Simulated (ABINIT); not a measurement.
# Beyond one shot: AlGaN2 (P3m1), part 2 of 3

Aim: iterate the self-energy on AlGaN2 (P3m1) and follow the gap from cycle to cycle.

ABINIT 10.8.3; LDA and many-body steps on it, plane waves. Known limits of the many-body steps: not at the basis limit; exchange with frozen shells missing; no spin-orbit coupling; coarse k mesh.

So far. Step 7 (evGW0, cycle 3): Against the cycle before, the gap moves by −0.006 eV.

## (8) Screening, 3×3×2 mesh, 41 bands, screening to 106.1 eV

This step: RPA screening on LDA, plane waves, norm-conserving pseudopotentials.

File run.abi:

```
acell 3*1.0 Angstrom
rprim 
  3.145282644058 -0.000000000015 0.000000000000
  -1.572641322016 2.723894671844 0.000000000000
  0.000000000000 0.000000000000 5.096893730000
ntypat 3
znucl 13 31 7
natom 4
typat 1 2 3 3
xred 
  0.000000000000 0.000000000000 0.999263770000
  0.666666666667 0.333333333333 0.497174210000
  0.666666666667 0.333333333333 0.111803640000
  0.000000000000 0.000000000000 0.628158390000
pp_dirpath "pseudos"
pseudos "Al.upf, Ga.upf, N.upf"
ecut 36
ngkpt 3 3 2
nshiftk 1
shiftk 0 0 0
kptopt 1
chksymbreak 0
istwfk *1
occopt 1
irdwfk 1
optdriver 3
nband 41
ecuteps 3.9
inclvkb 2
awtr 1
symchi 1
gwcalctyp 10
mbpt_sciss 1.390 eV
nqptdm 1
qptdm 
  0 0 0
indata_prefix "in"
outdata_prefix "out"
tmpdata_prefix "tmp"
```

Command:

```sh
OMP_NUM_THREADS=1 mpirun -n 4 abinit run.abi > log
```

The log of the run:

```text
.Version 10.8.3 of ABINIT. v10.8.2 released Aug 2026.

 Symmetries : space group P3 m 1 (#156); Bravais hP (primitive hexag.)
[... echo of the input left out ...]
== DATASET  1 ==================================================================
-   mpi_nproc: 4, omp_nthreads: 1 (-1 if OMP is not activated)

--- !DatasetInfo
iteration_state: {dtset: 1, }
dimensions: {natom: 4, nkpt: 6, mband: 41, nsppol: 1, nspinor: 1, nspden: 1, mpw: 3066, }
cutoff_energies: {ecut:  36.0, pawecutdg:  -1.0, }
electrons: {nelect:   2.60000000E+01, charge:   0.00000000E+00, occopt:   1.00000000E+00, tsmear:   1.00000000E-02, }

 SCREENING: Calculation of the susceptibility and dielectric matrices

 Based on a program developped by R.W. Godby, V. Olevano, G. Onida, and L. Reining.
 Incorporated in ABINIT by V. Olevano, G.-M. Rignanese, and M. Torrent.
.Using double precision arithmetic ; gwpc =  8

[... cell and pseudopotentials left out ...]
--------------------------------------------------------------------------------

 ==== K-mesh for the wavefunctions ====
 Number of points in the irreducible wedge :     6
[... list of points left out ...]
 Together with  6 symmetry operations and time-reversal symmetry
 yields    18 points in the full Brillouin Zone.

 ==== Q-mesh for the screening function ====
 Number of points in the irreducible wedge :     6
[... list of points left out ...]
 Together with  6 symmetry operations and time-reversal symmetry
 yields    18 points in the full Brillouin Zone.

 setmesh: FFT mesh size selected  =    20x   20x   36
          total number of points  =        14400

 vcoul_init : cutoff-mode = AUXILIARY_FUNCTION
 q-points for optical limit:   1
     1)      0.000010    0.000020    0.000030

 Dielectric matrix will be calculated only for some
 selected q points provided by the user through the input variables
 nqptdm and qptdm

- screening: taking advantage of time-reversal symmetry
- Maximum band index for partially occupied states nbvw = 13
- Remaining bands to be divided among processors   nbcw = 28
- Number of bands treated by each node ~7

 rdqps: reading QP wavefunctions of the previous step
        looking for file in_QPS
 file not found, 1st iteration initialized with KS eigenelements

 screening : performing a first self-consistency
 update of the energies in W by a scissor operator
 applying a scissor operator of [eV] :   1.390

 Number of electrons calculated from density =   26.0000; Expected =   26.0000
 average of density, n =  0.088231
 r_s =    1.3935
 omega_plasma =   28.6527 [eV]

 calculating chi0 at frequencies [eV] :
  1    0.000000E+00    0.000000E+00
  2    0.000000E+00    2.865274E+01

--------------------------------------------------------------------------------
  q-point number  1        q = ( 0.000000, 0.000000, 0.000000) [r.l.u.]
--------------------------------------------------------------------------------
[... chi0 elements left out ...]
 For q-point:  0.000010 0.000020 0.000030
  dielectric constant =   5.4999
  dielectric constant without local fields =   5.8771

  Average fulfillment of the sum rule on Im[epsilon] for q-point    1 :     38.22  [%]
[... wings left out ...]
== END DATASET(S) ==============================================================
================================================================================

 -outvars: echo values of variables after computation  --------
           etotal      0.0000000000E+00
            nband          41
             nkpt           6
          spgroup         156
 [... the other variables as echoed above ...]

 Calculation completed.
```

Wall time 3.5 s (4 MPI ranks of Arm Neoverse V2, shared host); peak memory 0.4 GiB; 14 s of CPU time.

This step gave:

```
ε∞ with local fields, on this mesh, along the program's q direction : 5.500
the same without local fields                                       : 5.877
plasma frequency                                                    : 28.65 eV
plane waves in the screening matrix                                 : 111
```

This screening uses the functional's bands under a rigid shift, the mean opening of the cycle before.

## (9) Screening, 3×3×2 mesh, 41 bands, screening to 106.1 eV

This step: RPA screening on LDA from quasiparticle energies, plane waves, norm-conserving pseudopotentials.

run.abi, as its differences from that of step 8:

```diff
@@ -31,7 +31,11 @@
 symchi 1
+irdqps 1
 gwcalctyp 10
-mbpt_sciss 1.390 eV
-nqptdm 1
+nqptdm 5
 qptdm 
-  0 0 0
+  0.3333333333 0.0000000000 0.0000000000
+  0.3333333333 0.3333333333 0.0000000000
+  0.0000000000 0.0000000000 0.5000000000
+  0.3333333333 0.0000000000 0.5000000000
+  0.3333333333 0.3333333333 0.5000000000
 indata_prefix "in"
```

File mrgscr.stdin:

```
2
merged
q0_SCR
out_SCR
1
```

Command:

```sh
OMP_NUM_THREADS=1 mpirun -n 4 abinit run.abi > log; mrgscr < mrgscr.stdin
```

The log of the run:

```text
.Version 10.8.3 of ABINIT. v10.8.2 released Aug 2026.

 Symmetries : space group P3 m 1 (#156); Bravais hP (primitive hexag.)
[... echo of the input left out ...]
== DATASET  1 ==================================================================
-   mpi_nproc: 4, omp_nthreads: 1 (-1 if OMP is not activated)

--- !DatasetInfo
iteration_state: {dtset: 1, }
dimensions: {natom: 4, nkpt: 6, mband: 41, nsppol: 1, nspinor: 1, nspden: 1, mpw: 3066, }
cutoff_energies: {ecut:  36.0, pawecutdg:  -1.0, }
[...]
q-point number  1        q = ( 0.333333, 0.000000, 0.000000) [r.l.u.]
--------------------------------------------------------------------------------
[... chi0 elements left out ...]
  Average fulfillment of the sum rule on Im[epsilon] for q-point    2 :     46.30  [%]

--------------------------------------------------------------------------------
  q-point number  2        q = ( 0.333333, 0.333333, 0.000000) [r.l.u.]
--------------------------------------------------------------------------------
[... chi0 elements left out ...]
  Average fulfillment of the sum rule on Im[epsilon] for q-point    3 :     41.91  [%]

 [... 3 further q-points ...]
```

Run time: 3.5 s. Hardware: 4 MPI ranks; peak memory 0.39 GiB.

This step gave:

| Property | Result |
| --- | --- |
| plasma frequency | 28.65 eV |
| plane waves in the screening matrix | 111 |

This screening reads the quasiparticle levels of the cycle before.

## (10) evGW, cycle 1

This step: evGW on LDA, plane waves, norm-conserving pseudopotentials.

run.abi, as its differences from that of step 9:

```diff
@@ -25,12 +25,10 @@
 irdwfk 1
-optdriver 3
+optdriver 4
 nband 41
-ecuteps 3.9
-inclvkb 2
-awtr 1
-symchi 1
-irdqps 1
 gwcalctyp 10
-nqptdm 5
-qptdm 
+ecutsigx 36
+symsigma 1
+nkptgw 6
+kptgw 
+  0.0000000000 0.0000000000 0.0000000000
   0.3333333333 0.0000000000 0.0000000000
@@ -40,2 +38,13 @@
   0.3333333333 0.3333333333 0.5000000000
+bdgw 
+  8 19
+  8 19
+  8 19
+  8 19
+  8 19
+  8 19
+ecuteps 3.9
+irdscr 1
+ppmodel 1
+irdqps 1
 indata_prefix "in"
```

Command:

```sh
OMP_NUM_THREADS=1 mpirun -n 4 abinit run.abi > log
```

The log of the run:

```text
.Version 10.8.3 of ABINIT. v10.8.2 released Aug 2026.

 Symmetries : space group P3 m 1 (#156); Bravais hP (primitive hexag.)
[... echo of the input left out ...]
== DATASET  1 ==================================================================
-   mpi_nproc: 4, omp_nthreads: 1 (-1 if OMP is not activated)

--- !DatasetInfo
iteration_state: {dtset: 1, }
dimensions: {natom: 4, nkpt: 6, mband: 41, nsppol: 1, nspinor: 1, nspden: 1, mpw: 3066, }
cutoff_energies: {ecut:  36.0, pawecutdg:  -1.0, }
[...]
.  kptgw no:  4; Maximum DeltaE = (  -0.141  -0.000) for band index:  1
.  kptgw no:  5; Maximum DeltaE = (  -0.118   0.000) for band index:  1
.  kptgw no:  6; Maximum DeltaE = (  -0.129  -0.000) for band index:  1

== END DATASET(S) ==============================================================
================================================================================

 -outvars: echo values of variables after computation  --------
           etotal      0.0000000000E+00
            nband          41
             nkpt           6
          spgroup         156
 [... the other variables as echoed above ...]

 Calculation completed.
```

Wall time 7.9 s (4 MPI ranks); peak memory 0.66 GiB.

This step gave:

```yaml
quasiparticle_gap_on_the_mesh: 4.192 eV
gap_of_the_density_functional_on_the_mesh: 2.921 eV
k_of_the_valence_top: 0, 0, 0
k_of_the_conduction_bottom: 0, 0, 0
least_direct_quasiparticle_gap_on_the_computed_points: 4.192 eV
```

Against G0W0 in ABINIT (3×3×2 mesh, 41 bands, screening to 106.1 eV, Godby-Needs plasmon pole), the gap moves by +0.394 eV.

## (11) Screening, 3×3×2 mesh, 41 bands, screening to 106.1 eV

This step: RPA screening on LDA, plane waves, norm-conserving pseudopotentials.

run.abi, as its differences from that of step 10:

```diff
@@ -25,26 +25,13 @@
 irdwfk 1
-optdriver 4
+optdriver 3
 nband 41
+ecuteps 3.9
+inclvkb 2
+awtr 1
+symchi 1
 gwcalctyp 10
-ecutsigx 36
-symsigma 1
-nkptgw 6
-kptgw 
-  0.0000000000 0.0000000000 0.0000000000
-  0.3333333333 0.0000000000 0.0000000000
-  0.3333333333 0.3333333333 0.0000000000
-  0.0000000000 0.0000000000 0.5000000000
-  0.3333333333 0.0000000000 0.5000000000
-  0.3333333333 0.3333333333 0.5000000000
-bdgw 
-  8 19
-  8 19
-  8 19
-  8 19
-  8 19
-  8 19
-ecuteps 3.9
-irdscr 1
-ppmodel 1
-irdqps 1
+mbpt_sciss 1.666 eV
+nqptdm 1
+qptdm 
+  0 0 0
 indata_prefix "in"
```

The log of the run:

```text
.Version 10.8.3 of ABINIT. v10.8.2 released Aug 2026.

 Symmetries : space group P3 m 1 (#156); Bravais hP (primitive hexag.)
[... echo of the input left out ...]
== DATASET  1 ==================================================================
-   mpi_nproc: 4, omp_nthreads: 1 (-1 if OMP is not activated)

--- !DatasetInfo
iteration_state: {dtset: 1, }
dimensions: {natom: 4, nkpt: 6, mband: 41, nsppol: 1, nspinor: 1, nspden: 1, mpw: 3066, }
cutoff_energies: {ecut:  36.0, pawecutdg:  -1.0, }
[...]
[... chi0 elements left out ...]
 For q-point:  0.000010 0.000020 0.000030
  dielectric constant =   5.3555
  dielectric constant without local fields =   5.7142

  Average fulfillment of the sum rule on Im[epsilon] for q-point    1 :     38.71  [%]
[... wings left out ...]
== END DATASET(S) ==============================================================
================================================================================

 -outvars: echo values of variables after computation  --------
           etotal      0.0000000000E+00
            nband          41
             nkpt           6
          spgroup         156
 [... the other variables as echoed above ...]

 Calculation completed.
```

Wall time 3.4 s (4 MPI ranks); peak memory 0.42 GiB; 13 s of CPU time.

Numbers from this step:

```yaml
eps_infinity_with_local_fields_on_this_mesh_along_the_program_s_q_direction: 5.356
the_same_without_local_fields: 5.714
plasma_frequency: 28.65 eV
plane_waves_in_the_screening_matrix: 111
```

This screening uses the functional's bands under a rigid shift, the mean opening of the cycle before.

## (12) Screening, 3×3×2 mesh, 41 bands, screening to 106.1 eV

This step: RPA screening on LDA from quasiparticle energies, plane waves, norm-conserving pseudopotentials.

run.abi, as its differences from that of step 11:

```diff
@@ -31,7 +31,11 @@
 symchi 1
+irdqps 1
 gwcalctyp 10
-mbpt_sciss 1.666 eV
-nqptdm 1
+nqptdm 5
 qptdm 
-  0 0 0
+  0.3333333333 0.0000000000 0.0000000000
+  0.3333333333 0.3333333333 0.0000000000
+  0.0000000000 0.0000000000 0.5000000000
+  0.3333333333 0.0000000000 0.5000000000
+  0.3333333333 0.3333333333 0.5000000000
 indata_prefix "in"
```

mrgscr.stdin is that of step 9.

Command:

```sh
OMP_NUM_THREADS=1 mpirun -n 4 abinit run.abi > log; mrgscr < mrgscr.stdin
```

The log of the run:

```text
.Version 10.8.3 of ABINIT. v10.8.2 released Aug 2026.

 Symmetries : space group P3 m 1 (#156); Bravais hP (primitive hexag.)
[... echo of the input left out ...]
== DATASET  1 ==================================================================
-   mpi_nproc: 4, omp_nthreads: 1 (-1 if OMP is not activated)

--- !DatasetInfo
iteration_state: {dtset: 1, }
dimensions: {natom: 4, nkpt: 6, mband: 41, nsppol: 1, nspinor: 1, nspden: 1, mpw: 3066, }
cutoff_energies: {ecut:  36.0, pawecutdg:  -1.0, }
[...]
q-point number  1        q = ( 0.333333, 0.000000, 0.000000) [r.l.u.]
--------------------------------------------------------------------------------
[... chi0 elements left out ...]
  Average fulfillment of the sum rule on Im[epsilon] for q-point    2 :     46.86  [%]

--------------------------------------------------------------------------------
  q-point number  2        q = ( 0.333333, 0.333333, 0.000000) [r.l.u.]
--------------------------------------------------------------------------------
[... chi0 elements left out ...]
  Average fulfillment of the sum rule on Im[epsilon] for q-point    3 :     42.32  [%]

 [... 3 further q-points ...]
```

Wall time 3.5 s (4 MPI ranks); peak memory 0.39 GiB; 14 s of CPU time.

This step gave:

| Property | Result |
| --- | --- |
| plasma frequency | 28.65 eV |
| plane waves in the screening matrix | 111 |

This screening reads the quasiparticle levels of the cycle before.

## (13) evGW, cycle 2

This step: evGW on LDA, plane waves, norm-conserving pseudopotentials.

run.abi, as its differences from that of step 12:

```diff
@@ -25,12 +25,10 @@
 irdwfk 1
-optdriver 3
+optdriver 4
 nband 41
-ecuteps 3.9
-inclvkb 2
-awtr 1
-symchi 1
-irdqps 1
 gwcalctyp 10
-nqptdm 5
-qptdm 
+ecutsigx 36
+symsigma 1
+nkptgw 6
+kptgw 
+  0.0000000000 0.0000000000 0.0000000000
   0.3333333333 0.0000000000 0.0000000000
@@ -40,2 +38,13 @@
   0.3333333333 0.3333333333 0.5000000000
+bdgw 
+  8 19
+  8 19
+  8 19
+  8 19
+  8 19
+  8 19
+ecuteps 3.9
+irdscr 1
+ppmodel 1
+irdqps 1
 indata_prefix "in"
```

Command:

```sh
OMP_NUM_THREADS=1 mpirun -n 4 abinit run.abi > log
```

The log of the run:

```text
.Version 10.8.3 of ABINIT. v10.8.2 released Aug 2026.

 Symmetries : space group P3 m 1 (#156); Bravais hP (primitive hexag.)
[... echo of the input left out ...]
== DATASET  1 ==================================================================
-   mpi_nproc: 4, omp_nthreads: 1 (-1 if OMP is not activated)

--- !DatasetInfo
iteration_state: {dtset: 1, }
dimensions: {natom: 4, nkpt: 6, mband: 41, nsppol: 1, nspinor: 1, nspden: 1, mpw: 3066, }
cutoff_energies: {ecut:  36.0, pawecutdg:  -1.0, }
[...]
.  kptgw no:  4; Maximum DeltaE = (  -0.016   0.000) for band index:  1
.  kptgw no:  5; Maximum DeltaE = (   0.012  -0.000) for band index:  4
.  kptgw no:  6; Maximum DeltaE = (  -0.015  -0.000) for band index:  1

== END DATASET(S) ==============================================================
================================================================================

 -outvars: echo values of variables after computation  --------
           etotal      0.0000000000E+00
            nband          41
             nkpt           6
          spgroup         156
 [... the other variables as echoed above ...]

 Calculation completed.
```

Wall time 8 s (4 MPI ranks); peak memory 0.66 GiB; 32 s of CPU time.

This step gave:

| Item | Value |
| --- | --- |
| quasiparticle gap on the mesh | 4.221 eV |
| gap of the density functional on the mesh | 2.921 eV |
| k of the valence top | 0, 0, 0 |
| k of the conduction bottom | 0, 0, 0 |
| least direct quasiparticle gap on the computed points | 4.221 eV |

Against the cycle before, the gap moves by +0.029 eV.

## (14) Screening, 3×3×2 mesh, 41 bands, screening to 106.1 eV

This step: RPA screening on LDA, plane waves, norm-conserving pseudopotentials.

run.abi, as its differences from that of step 13:

```diff
@@ -25,26 +25,13 @@
 irdwfk 1
-optdriver 4
+optdriver 3
 nband 41
+ecuteps 3.9
+inclvkb 2
+awtr 1
+symchi 1
 gwcalctyp 10
-ecutsigx 36
-symsigma 1
-nkptgw 6
-kptgw 
-  0.0000000000 0.0000000000 0.0000000000
-  0.3333333333 0.0000000000 0.0000000000
-  0.3333333333 0.3333333333 0.0000000000
-  0.0000000000 0.0000000000 0.5000000000
-  0.3333333333 0.0000000000 0.5000000000
-  0.3333333333 0.3333333333 0.5000000000
-bdgw 
-  8 19
-  8 19
-  8 19
-  8 19
-  8 19
-  8 19
-ecuteps 3.9
-irdscr 1
-ppmodel 1
-irdqps 1
+mbpt_sciss 1.696 eV
+nqptdm 1
+qptdm 
+  0 0 0
 indata_prefix "in"
```

The log of the run:

```text
.Version 10.8.3 of ABINIT. v10.8.2 released Aug 2026.

 Symmetries : space group P3 m 1 (#156); Bravais hP (primitive hexag.)
[... echo of the input left out ...]
== DATASET  1 ==================================================================
-   mpi_nproc: 4, omp_nthreads: 1 (-1 if OMP is not activated)

--- !DatasetInfo
iteration_state: {dtset: 1, }
dimensions: {natom: 4, nkpt: 6, mband: 41, nsppol: 1, nspinor: 1, nspden: 1, mpw: 3066, }
cutoff_energies: {ecut:  36.0, pawecutdg:  -1.0, }
[...]
[... chi0 elements left out ...]
 For q-point:  0.000010 0.000020 0.000030
  dielectric constant =   5.3405
  dielectric constant without local fields =   5.6973

  Average fulfillment of the sum rule on Im[epsilon] for q-point    1 :     38.77  [%]
[... wings left out ...]
== END DATASET(S) ==============================================================
================================================================================

 -outvars: echo values of variables after computation  --------
           etotal      0.0000000000E+00
            nband          41
             nkpt           6
          spgroup         156
 [... the other variables as echoed above ...]

 Calculation completed.
```

It took 3.3 s on 4 MPI ranks; peak memory 0.44 GiB.

This step gave:

- ε∞ with local fields, on this mesh, along the program's q direction: 5.340
- the same without local fields: 5.697
- plasma frequency: 28.65 eV
- plane waves in the screening matrix: 111

This screening uses the functional's bands under a rigid shift, the mean opening of the cycle before.

(Part 2 of 3 ends here.)

[Paths, hosts, dates, memory and timing lines, banners, echoed tables and standing remarks are left out of the program output.]

[Logs are printed without paths, hosts, clocks, repeated set-up lines and the standing remarks that a program may print on its own settings, such as how far it seeks lower states.]

[Runs of the session that timed out or met a known fault of the program may be left out.]

[Hosts, paths, dates, database ids (printed as entryN), source tags and the programs' standing remarks are cut or masked in the printed files.]

[G0W0 gaps are taken among the corrected bands and points alone; a level outside them can change the order at an edge.]

[Where Ansatz stands beside ABINIT at settings called matched, ABINIT's density can come from a denser mesh and the files from another edition; pairs whose starting gaps differed by over 0.03 eV were left out, so agreement reads better than it is.]
